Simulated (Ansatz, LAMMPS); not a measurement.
# Structural relaxation of glassy Na2MgSi3O8 (112 atoms), part 3 of 3

Wanted: the relaxed structure of glassy Na2MgSi3O8 (112 atoms) and its electronic structure.

Ansatz 0.2.0; Kohn-Sham DFT, PBE, PAW (set soft_2), plane waves.

The cell: 8 Mg, 16 Na, 64 O and 24 Si. The quench rate of 10 K/ps is many orders above laboratory rates. The starting topology of bonds comes from the classical model. Sampling is at Γ alone, for a cell whose shortest periodic width is 11 Å.

So far, density (g/cm³): step 5 (structure statistics after relaxation) 2.67.

### 6. Single point at the relaxed geometry

The electronic structure is read at the final geometry, in a run of its own.

Input file input.yaml:

```yaml
crystal:
  lattice:
    - [11.20281, 0.0, 0.0]
    - [0.0, 11.20281, 0.0]
    - [0.0, 0.0, 11.20281]
  atoms:
    - { symbol: Mg, position: [0.49391, 0.63176, 0.19186] }
    - { symbol: Mg, position: [0.56264, 0.04707, 0.38149] }
    - { symbol: Mg, position: [0.37771, 0.04466, 0.60509] }
    - { symbol: Mg, position: [0.2443, 0.79214, 0.7847] }
    - { symbol: Mg, position: [0.70332, 0.8038, 0.31847] }
    - { symbol: Mg, position: [0.485, 0.63215, 0.6811] }
    - { symbol: Mg, position: [0.97845, 0.47954, 0.49638] }
    - { symbol: Mg, position: [0.07124, 0.3957, 0.98253] }
    - { symbol: Na, position: [0.91959, 0.19083, 0.74785] }
    - { symbol: Na, position: [0.29321, 0.59758, 0.5292] }
    - { symbol: Na, position: [0.48087, 0.92457, 0.14966] }
    - { symbol: Na, position: [0.74405, 0.58041, 0.59501] }
    - { symbol: Na, position: [0.99856, 0.70914, 0.8941] }
    - { symbol: Na, position: [0.09633, 0.00049, 0.57197] }
    - { symbol: Na, position: [0.8415, 0.22401, 0.0387] }
    - { symbol: Na, position: [0.15131, 0.54859, 0.76139] }
    - { symbol: Na, position: [0.66779, 0.09318, 0.71845] }
    - { symbol: Na, position: [0.60396, 0.85339, 0.59218] }
    - { symbol: Na, position: [0.03315, 0.31429, 0.25509] }
    - { symbol: Na, position: [0.69221, 0.99243, 0.04839] }
    - { symbol: Na, position: [0.8708, 0.23275, 0.46148] }
    - { symbol: Na, position: [0.40666, 0.54211, 0.91098] }
    - { symbol: Na, position: [0.28405, 0.00046, 0.30763] }
    - { symbol: Na, position: [0.28447, 0.50652, 0.14611] }
    - { symbol: O, position: [0.51294, 0.05249, 0.93504] }
    - { symbol: O, position: [0.17862, 0.04978, 0.97226] }
    - { symbol: O, position: [0.12528, 0.68093, 0.2439] }
    - { symbol: O, position: [0.26838, 0.38782, 0.43688] }
    - { symbol: O, position: [0.09798, 0.69278, 0.47581] }
    - { symbol: O, position: [0.23509, 0.35214, 0.6604] }
    - { symbol: O, position: [0.93655, 0.03062, 0.40161] }
    - { symbol: O, position: [0.36304, 0.20732, 0.81034] }
    - { symbol: O, position: [0.05814, 0.32311, 0.50124] }
    - { symbol: O, position: [0.66772, 0.22207, 0.398] }
    - { symbol: O, position: [0.82013, 0.84681, 0.79669] }
    - { symbol: O, position: [0.32439, 0.64902, 0.73032] }
    - { symbol: O, position: [0.29938, 0.75916, 0.38504] }
    - { symbol: O, position: [0.11723, 0.89931, 0.35745] }
    - { symbol: O, position: [0.51869, 0.47103, 0.74536] }
    - { symbol: O, position: [0.61423, 0.84401, 0.90557] }
    - { symbol: O, position: [0.72336, 0.79612, 0.14039] }
    - { symbol: O, position: [0.81198, 0.43821, 0.45932] }
    - { symbol: O, position: [0.80458, 0.0735, 0.89406] }
    - { symbol: O, position: [0.85492, 0.23328, 0.25] }
    - { symbol: O, position: [0.28722, 0.88502, 0.13786] }
    - { symbol: O, position: [0.9061, 0.88342, 0.0059] }
    - { symbol: O, position: [0.84034, 0.06809, 0.60651] }
    - { symbol: O, position: [0.64252, 0.70449, 0.71677] }
    - { symbol: O, position: [0.71212, 0.4979, 0.24207] }
    - { symbol: O, position: [0.04212, 0.23453, 0.0416] }
    - { symbol: O, position: [0.76092, 0.66402, 0.39903] }
    - { symbol: O, position: [0.01035, 0.99046, 0.81537] }
    - { symbol: O, position: [0.92602, 0.84549, 0.54613] }
    - { symbol: O, position: [0.67881, 0.06132, 0.23381] }
    - { symbol: O, position: [0.04894, 0.04759, 0.18385] }
    - { symbol: O, position: [0.12893, 0.18847, 0.78767] }
    - { symbol: O, position: [0.54735, 0.5001, 0.0799] }
    - { symbol: O, position: [0.52492, 0.7813, 0.2963] }
    - { symbol: O, position: [0.44404, 0.10084, 0.24851] }
    - { symbol: O, position: [0.5019, 0.37854, 0.45939] }
    - { symbol: O, position: [0.94474, 0.60139, 0.61524] }
    - { symbol: O, position: [0.40139, 0.54623, 0.31907] }
    - { symbol: O, position: [0.08609, 0.48079, 0.13132] }
    - { symbol: O, position: [0.43764, 0.93203, 0.45732] }
    - { symbol: O, position: [0.22031, 0.3905, 0.89112] }
    - { symbol: O, position: [0.58564, 0.26333, 0.85486] }
    - { symbol: O, position: [0.1813, 0.75278, 0.94978] }
    - { symbol: O, position: [0.23753, 0.15192, 0.52372] }
    - { symbol: O, position: [0.93255, 0.66881, 0.1058] }
    - { symbol: O, position: [0.38858, 0.33254, 0.2438] }
    - { symbol: O, position: [0.37377, 0.67228, 0.07061] }
    - { symbol: O, position: [0.71824, 0.92936, 0.44809] }
    - { symbol: O, position: [0.37976, 0.85442, 0.91328] }
    - { symbol: O, position: [0.77401, 0.42956, 0.02388] }
    - { symbol: O, position: [0.65142, 0.30171, 0.63007] }
    - { symbol: O, position: [0.08714, 0.76525, 0.70509] }
    - { symbol: O, position: [0.94571, 0.53677, 0.30907] }
    - { symbol: O, position: [0.77109, 0.64287, 0.90516] }
    [... 28 atom lines left out ...]
    - { symbol: Si, position: [0.7972, 0.53448, 0.35279] }
    - { symbol: Si, position: [0.88239, 0.9548, 0.87705] }
    - { symbol: Si, position: [0.0021, 0.96381, 0.29032] }
    - { symbol: Si, position: [0.81553, 0.50083, 0.90211] }
    - { symbol: Si, position: [0.61813, 0.37207, 0.75676] }
    - { symbol: Si, position: [0.71753, 0.19894, 0.25617] }
kpoints:
  mp_grid: { grid: [1, 1, 1] }
hamiltonian:
  xc: pbe
scf:
  occupations: { method: fixed }
output:
  forces: true
  stress: true
  populations: true
  dos:
    method: { smearing: { sigma: 0.15 } }
    de: 0.1
    projected: { site_lists: { Mg: [Mg], Na: [Na], O: [O], Si: [Si] } }
  eigenvalues: true
  write_density: true
  write_potential: true
  volumetric_format: npy
```

The run is started by

```sh
ansatz run input.yaml --threads 4 --pin off --max-ram 8192MiB --backend cpu --events-out ev --progress --plain --runs-dir out
```

Numbers of over 12 decimals in the logs are rounded to 6 here.

What it wrote:

```text
[...]
Crystal: 112 atoms, lattice volume = 1405.986 Å³
Basis set: ecut = 420 eV, 27609 PW (Γ), exchange–correlation on 150×150×150 points (8 copies of the dense FFT grid, shifted against one another)
Bands: 464, of which v1, the nominal top of the filled ones, is band 352 counted from 1 (351 counted from 0)
Symmetry: 1 space group operations
[...]
k-points: 1
[...]
SCF iter   1: F=—  HF=-90870.959396 eV  |F-HF|=—  |Δ(HF+E_count)|=         —  Δρ=2.04e-3  dr2=1.05e-1  ethr=1.77e-3  ⟨swp⟩=4.0  Hψ=1675  notcnv=0  defer=109
[...]
SCF iter   9: F=-90870.931303 eV  HF=-90870.931303 eV  |F-HF|=1.50e-8  |Δ(HF+E_count)|=   2.85e-7  Δρ=2.70e-6  dr2=9.37e-8  ethr=1.42e-11  ⟨swp⟩=19.0  Hψ=4416  notcnv=0
SCF 1 converged in 9 iterations: F = -90870.931303 eV  dr2 = 9.37e-8
[...]
SCF converged after 9 iterations
Free energy (F): -90870.931303 eV
[...]
Internal energy: -90870.931303 eV  (E = F + TS)
E sigma→0 (E₀):  -90870.931303 eV
Fermi energy:    4.989933 eV
[...]
--- Forces (eV/Å), atoms counted from 1 ---
  atom   1  Mg    -0.00589764    -0.00182828    -0.00456400
  atom   2  Mg    -0.01090607     0.00883726     0.00037674
  atom   3  Mg     0.00783318    -0.00318806     0.00052570
  atom   4  Mg    -0.00230617    -0.00763043     0.00867888
  atom   5  Mg    -0.00712739     0.00208354     0.00075453
  atom   6  Mg     0.00110101     0.00593707     0.00203322
  atom   7  Mg     0.00563489    -0.00330573    -0.00466308
  atom   8  Mg    -0.00303228     0.00525933     0.00269515
  atom   9  Na    -0.00351046     0.00253564     0.00797306
  atom  10  Na     0.00244313     0.00733296     0.00681035
  atom  11  Na    -0.01260476    -0.00144509     0.00521793
  atom  12  Na     0.00131696     0.00142829    -0.00029913
  atom  13  Na     0.00692157     0.00499248     0.00524608
  atom  14  Na     0.00011604     0.00015588    -0.00041149
[...]
atom 111  Si     0.00228522     0.00279380    -0.00405129
  atom 112  Si     0.01516425     0.00309516     0.02456259
  max |Σ_I F_I| component: 1.85e-4 eV/Å
--- Stress (GPa, compression-positive) ---
        2.500672       1.145519       0.186582
        1.145521       0.331662       1.267674
        0.186583       1.267673       1.528750
  P = ⅓ Tr σ = 1.4537 GPa (14.537 kbar)
--- Band table (eV) ---
[...]
--- Löwdin populations: 112 sites ---
  site symbol       q [e]
     0     Mg      8.3625
     1     Mg      8.3714
     2     Mg      8.3789
[...]
111     Si      2.4349
  spilling = 0.009785 (of n_electrons = 704.000000)
```

Run time: 20 s. Hardware: 4 threads of Intel Xeon Platinum 8259CL at 2.50GHz (Skylake/Cascade Lake), shared host; peak memory 2.1 GiB.

Read from the output:

```
free energy                                      : -90870.9313 eV
free energy per atom                             : -811.3476 eV/atom
SCF cycles                                       : 9
pressure                                         : 1.454 GPa
r.m.s. force component                           : 0.00734 eV/Å
longest force                                    : 0.0361 eV/Å
Fermi energy                                     : 4.99 eV
gap (highest filled to lowest empty level) : 2.776 eV
spilling of the projection                       : 0.009785
```

Löwdin charges by element and coordination (they lack the spilled electrons, 0.062 e an atom on average):

| element | coordination | atoms | mean charge (e) | spread | least | most |
| --- | --- | --- | --- | --- | --- | --- |
| Mg | all | 8 | 1.63 | 0.0094 | 1.61 | 1.64 |
| Mg | 4 | 5 | 1.63 | 0.0085 | 1.62 | 1.64 |
| Mg | 5 | 2 | 1.62 | 0.0039 | 1.61 | 1.62 |
| Mg | 6 | 1 | 1.63 | 0 | 1.63 | 1.63 |
| Na | all | 16 | 0.786 | 0.0123 | 0.765 | 0.810 |
| Na | 4 | 1 | 0.810 | 0 | 0.810 | 0.810 |
| Na | 5 | 4 | 0.779 | 0.0117 | 0.766 | 0.793 |
| Na | 6 | 6 | 0.785 | 0.0106 | 0.765 | 0.797 |
| Na | 7 | 3 | 0.786 | 0.0062 | 0.777 | 0.790 |
| Na | 8 | 2 | 0.794 | 0.0081 | 0.786 | 0.803 |
| O | all | 64 | -0.914 | 0.116 | -1.35 | -0.763 |
| O | 2 | 6 | -0.793 | 0.0186 | -0.816 | -0.763 |
| O | 3 | 21 | -0.845 | 0.0775 | -1.03 | -0.782 |
| O | 4 | 31 | -0.962 | 0.0881 | -1.06 | -0.802 |
| O | 5 | 6 | -1.03 | 0.161 | -1.35 | -0.821 |
| Si | all | 24 | 1.66 | 0.0521 | 1.56 | 1.75 |

Density of states as counts of states in windows of 1 eV (from the Fermi level), total and the larger projections:

| from (eV) | to (eV) | total | O p | Si p |
| --- | --- | --- | --- | --- |
| -14 | -11 | 0.0 | 0.0 | 0.0 |
| -11 | -10 | 6.9 | 4.6 | 0.3 |
| -10 | -9 | 12.3 | 8.3 | 0.9 |
| -9 | -8 | 14.5 | 10.2 | 1.7 |
| -8 | -7 | 23.7 | 17.8 | 4.2 |
| -7 | -6 | 12.9 | 9.9 | 2.2 |
| -6 | -5 | 46.3 | 36.7 | 4.8 |
| -5 | -4 | 61.4 | 52.9 | 3.7 |
| -4 | -3 | 68.1 | 62.4 | 2.2 |
| -3 | -2 | 75.9 | 71.4 | 1.7 |
| -2 | -1 | 47.6 | 45.4 | 0.8 |
| -1 | 0 | 12.8 | 12.1 | 0.1 |
| 0 | 1 | 1.5 | 1.4 | 0.0 |
| 1 | 2 | 0.0 | 0.0 | 0.0 |
| 2 | 3 | 1.9 | 0.0 | 0.0 |
| 3 | 4 | 0.1 | 0.0 | 0.0 |
| 4 | 5 | 11.5 | 1.3 | 0.9 |

With fixed occupations the program's Fermi level is the highest filled level; weight inside the gap is the broadening of levels at its edges.

Between -26 and -14 eV lie 224 more states.

About 97 of the 704 electrons lie in deeper levels, below the stored range.

The levels nearest the highest filled one (over half full), pooled over k-points and spins:

| level less the highest filled one (eV) | occupation |
| --- | --- |
| -0.718 | 2 |
| -0.672 | 2 |
| -0.505 | 2 |
| -0.391 | 2 |
| -0.119 | 2 |
| 0 | 2 |
| 2.78 | 0 |
| 4.24 | 0 |
| 4.29 | 0 |
| 4.68 | 0 |
| 4.75 | 0 |
| 4.76 | 0 |

Electrostatic potential energy in the bc plane at fractional x = 0.389, with atoms of Mg and Na and O and Si within 0.2 Å of it. With pseudopotentials it is smooth inside the atoms' cores, unlike the true potential.

Values in eV, 13 rows by 16 columns, each cell a mean:
```
  9   8   2  -1   5   9   9   3 -19  -9   8   9   5 -19  -8   9
  8   7  -1 -12   3   8   8   3 -22 -12   8  10   7 -19 -11   5
  9   9  -3 -30  -1   9  10   9   8   8  10  10   9   8   7   7
  6   6   8   7   9  10  10  10  10   8   2   9  10   9   9   9
-25 -18   4   9  10  10  10  10   9   6   6   9  10  10   9   1
-27 -19   5  10  10  10  10   9   7   5   7  10  10   9   9   1
  5   6  10  10   9   8   6   6   7   7   8   6  -2   1   1  -1
  9   9  10  10   8  -4 -27 -16   5   9   9   0 -26 -14   1   2
  8   9  10   9   7 -10 -36 -25 -28 -16  10   6   0   2   7   8
  8  -3  -2  -7 -11 -35  -9   4  -6  -1   8   9  10   9   8   7
  9   4 -23 -40 -20 -10   6   8   7   6   6   9  10  10   8   7
  9   7  -5 -21  -5   9   9   8   7   7 -16 -10   7   7   7   8
 10   9   7 -19 -14  10  10   8   7   8 -12  -9   3   4   8  10
```
Columns run along b (11.2 Å; values clipped at the 3rd and 97th percentile), rows up along c (11.2 Å). Atoms in or near the plane, at fractional coordinates: Mg at (0.04, 0.61), Na at (0.54, 0.91), O at (0.55, 0.32), O at (0.33, 0.24), O at (0.67, 0.07), O at (0.85, 0.91), Si at (0.21, 0.18), Si at (0.41, 0.36).

Valence density in the bc plane at fractional x = 0.389, with atoms of Mg and Na and O and Si within 0.2 Å of it. It is the smooth field of the valence electrons, not physical close to the nuclei.

Ten steps, logarithmic in the rise over the least value, from '0' (0 e/Å³) to '9' (19 e/Å³), each cell a mean:
```
00000123310000003431111112454210
00001122100000027873000013676420
00001233210000026873000013676420
00002465420000002321000001333210
00002576420000000001111000111100
00001354310000000012332100000000
00000111100000000012332100000011
11100000000000000012222100000001
68730000000000000000110000000001
79940000000000000000000000000001
36520000000000000000011110000111
10000000000000000000011111112332
10000000000111100000011111123553
10000000001121111110001222223443
00000000001111123432101222212221
00000000012211245764100122110000
01232111134542246774200000000000
12444322357752123442100000000000
02344322357752101111000000000000
01122201234321000000111000001100
00011112211100000001333210011110
00001234421000000013576421111100
00001246641000000013576421110000
00000246531000000002344321111000
```
Columns run along b (11.2 Å), rows up along c (11.2 Å). Atoms in or near the plane, at fractional coordinates: Mg at (0.04, 0.61), Na at (0.54, 0.91), O at (0.55, 0.32), O at (0.33, 0.24), O at (0.67, 0.07), O at (0.85, 0.91), Si at (0.21, 0.18), Si at (0.41, 0.36).

Mean Löwdin charges: Mg +1.63, Na +0.79, O -0.91, Si +1.66 e (they miss 0.98 % of the electrons, so they add up to more than the cell's charge).

Local excerpt of 9 atoms (numbers count through the whole input) about Na23, which has 8 bonded neighbours where the commonest count for Na is 6; x, y, z are measured from there.

| atom | x | y | z | distance (Å) | bonds | Löwdin charge (e) |
| --- | --- | --- | --- | --- | --- | --- |
| Na23 | 0.00 | 0.00 | 0.00 | 0.00 | 8 | 0.79 |
| O59 | 1.79 | 1.12 | -0.66 | 2.22 | 4 | -1.00 |
| O38 | -1.87 | -1.13 | 0.56 | 2.26 | 4 | -0.83 |
| O45 | 0.04 | -1.29 | -1.90 | 2.30 | 3 | -0.97 |
| O64 | 1.72 | -0.77 | 1.68 | 2.52 | 5 | -1.06 |
| O84 | -0.54 | 1.98 | -1.56 | 2.58 | 4 | -0.82 |
| O37 | 0.17 | -2.70 | 0.87 | 2.84 | 4 | -0.81 |
| Si90 | 1.09 | 2.29 | -1.48 | 2.94 | 4 | 1.70 |
| Na11 | 2.20 | -0.85 | -1.77 | 2.95 | 7 | 0.78 |

The column of bonds counts only the pairs O-Si within 2.12 Å, O-Na within 3.09 Å, O-Mg within 2.52 Å; other neighbours, such as metal atoms beside each other in a compound, aren't counted, and periodic images can show an atom twice.

### 7. Changed: basis.ecutwfc = "18.4 Ry" and basis.xc_grid = 3

Changed here: basis.ecutwfc = "18.4 Ry" and basis.xc_grid = 3.

input.yaml: that of step 6 with these lines changed.

```diff
@@ -6,3 +6,3 @@
   atoms:
-    [... the 112 atom lines of step 6 ...]
+    [... the 112 atom lines of step 3 ...]
 kpoints:
@@ -22,4 +22,4 @@
   eigenvalues: true
-  write_density: true
-  write_potential: true
-  volumetric_format: npy
+basis:
+  xc_grid: 3
+  ecutwfc: "18.4 Ry"
```

What it wrote:

```text
Warning: basis.ecutwfc = 250.344753 eV is below the records' recommended 420 eV, and the density's cutoff is lower with it unless basis.ecutrho_ratio is high enough to keep the records' density cutoff: compare with a run at a higher cutoff
[...]
Crystal: 112 atoms, lattice volume = 1405.986 Å³
Basis set: ecut = 250.344753 eV, 12557 PW (Γ), exchange–correlation on 180×180×180 points (27 copies of the dense FFT grid, shifted against one another)
Bands: 464, of which v1, the nominal top of the filled ones, is band 352 counted from 1 (351 counted from 0)
Symmetry: 1 space group operations
[...]
k-points: 1
[...]
SCF iter   1: F=—  HF=-90731.608216 eV  |F-HF|=—  |Δ(HF+E_count)|=         —  Δρ=5.19e-2  dr2=1.22e1  ethr=1.77e-3  ⟨swp⟩=5.0  Hψ=1651  notcnv=0  defer=110
[...]
SCF iter  10: F=-90728.852823 eV  HF=-90728.852823 eV  |F-HF|=2.95e-9  |Δ(HF+E_count)|=   3.17e-7  Δρ=2.15e-6  dr2=6.95e-8  ethr=1.42e-11  ⟨swp⟩=13.0  Hψ=2713  notcnv=0
SCF 1 converged in 10 iterations: F = -90728.852823 eV  dr2 = 6.95e-8
[...]
SCF converged after 10 iterations
Free energy (F): -90728.852823 eV
[...]
Internal energy: -90728.852823 eV  (E = F + TS)
E sigma→0 (E₀):  -90728.852823 eV
Fermi energy:    5.316329 eV
[...]
--- Forces (eV/Å), atoms counted from 1 ---
  atom   1  Mg    -0.43052168     0.04751061    -0.11848137
  atom   2  Mg     0.16148392     1.37267632     0.59338691
  atom   3  Mg    -0.29497112    -0.82834363     1.02780626
  atom   4  Mg    -0.32005881     0.40346686    -0.23003345
  atom   5  Mg     1.27675502    -0.76358180     0.49168807
  atom   6  Mg    -0.58626208     0.22472115     1.14307418
  atom   7  Mg     1.12228451     0.67728836    -0.69347171
  atom   8  Mg    -0.16202125     0.20907406     0.10087800
  atom   9  Na     0.33522221    -0.13929717     0.24222164
  atom  10  Na    -0.64666642    -0.01646738    -0.10186769
  atom  11  Na    -0.64446687    -0.16011768    -0.95238326
  atom  12  Na     0.85487475    -0.22801350    -1.03317030
  atom  13  Na    -0.39004765     1.28897674     0.26423274
  atom  14  Na    -0.19747226     0.11549635     0.33443094
[...]
atom 111  Si    -1.84696078    -0.51567069    -0.03521306
  atom 112  Si     2.93814592     4.05978933     0.06988442
  max |Σ_I F_I| component: 1.01e-4 eV/Å
--- Stress (GPa, compression-positive) ---
        5.860881       0.042073       0.399663
        0.042074       7.093034       1.947586
        0.399664       1.947584       5.968707
  P = ⅓ Tr σ = 6.3075 GPa (63.075 kbar)
--- Band table (eV) ---
[...]
--- Löwdin populations: 112 sites ---
  site symbol       q [e]
     0     Mg      8.3637
     1     Mg      8.4064
     2     Mg      8.3692
[...]
111     Si      2.3565
  spilling = 0.008634 (of n_electrons = 704.000000)
```

Elapsed: 11 s, on 4 threads; peak memory 1.4 GiB.

The program notes that the cutoff lies under the one recommended for these potentials.

Forces differ from those of the single point at the start by 144 meV/Å r.m.s., 11 % of their size; the energy by +1172 meV/atom, the pressure by +2.0 GPa and the gap by -0.11 eV. It took 0.56 times the reference's time (shared host, so rough).

### 8. Outcome

```json
{
 "energy change in the relaxation": "-96.44 meV/atom",
 "r.m.s. displacement": "0.316 Å",
 "largest displacement": "1.258 Å",
 "free energy per atom": "-811.3476 eV/atom",
 "pressure": "1.454 GPa",
 "r.m.s. force component": "0.00734 eV/Å",
 "gap (highest filled to lowest empty level)": "2.776 eV",
 "wall time of the 4 DFT runs": "3 min"
}
```

**Reading.** Relaxation lowers the energy by 96.4 meV/atom and moves atoms by 0.32 Å r.m.s.; the r.m.s. force component goes from 1.3 to 0.0073 eV/Å, the pressure goes from 4.3 to 1.5 GPa, and the gap from 2.16 to 2.78 eV. By the final cutoffs 5 of 219 bonded pairs parted and 15 joined. First to last step the energy falls by 10.801 eV; the largest move, 1.26 Å, is that of Mg7. The O-Mg bonds change most in mean length: from 2.081 Å (spread 0.152) to 2.052 Å (spread 0.114), and their number from 34 to 36. With the cutoffs above, 62 % of Mg atoms have 4, 38 % of Na atoms have 6, 48 % of O atoms have 4 and all Si atoms have 4 bonded neighbours. 52 % of the oxygens bridge two formers (Si) and 47 % are non-bridging; 2 % join none. Filled and empty levels are parted by 2.78 eV (at Γ alone); a semilocal functional tends to put such gaps too low. In a disordered cell it changes from sample to sample, and tail or defect levels can set it.

What to keep in mind: The starting topology of bonds comes from the classical model; in DFT 5 of its 219 bonded pairs passed out of the cutoffs and 15 came within them.

Against the measurements quoted at the start:

| quantity | measured | this cell | difference | method of the measurement |
| --- | --- | --- | --- | --- |
| number of O about Mg | 4.5 | 4.5 | +0.0 % | 25Mg MAS/3QMAS NMR (35.2 T) |

The cell differs from the measured neighbour counts by up to 0.0 %. The network comes from the model that made the cell; in DFT 5 of its 219 bonded pairs passed out of the cutoffs and 15 came within them. Our coordination numbers hang on a cutoff, and experiments count neighbours in their own ways.

[Logs are printed without paths, hosts, clocks, repeated set-up lines and the standing remarks that a program may print on its own settings, such as how far it seeks lower states.]

[Hosts, paths, dates, database ids (printed as entryN), source tags and the programs' standing remarks are cut or masked in the printed files.]
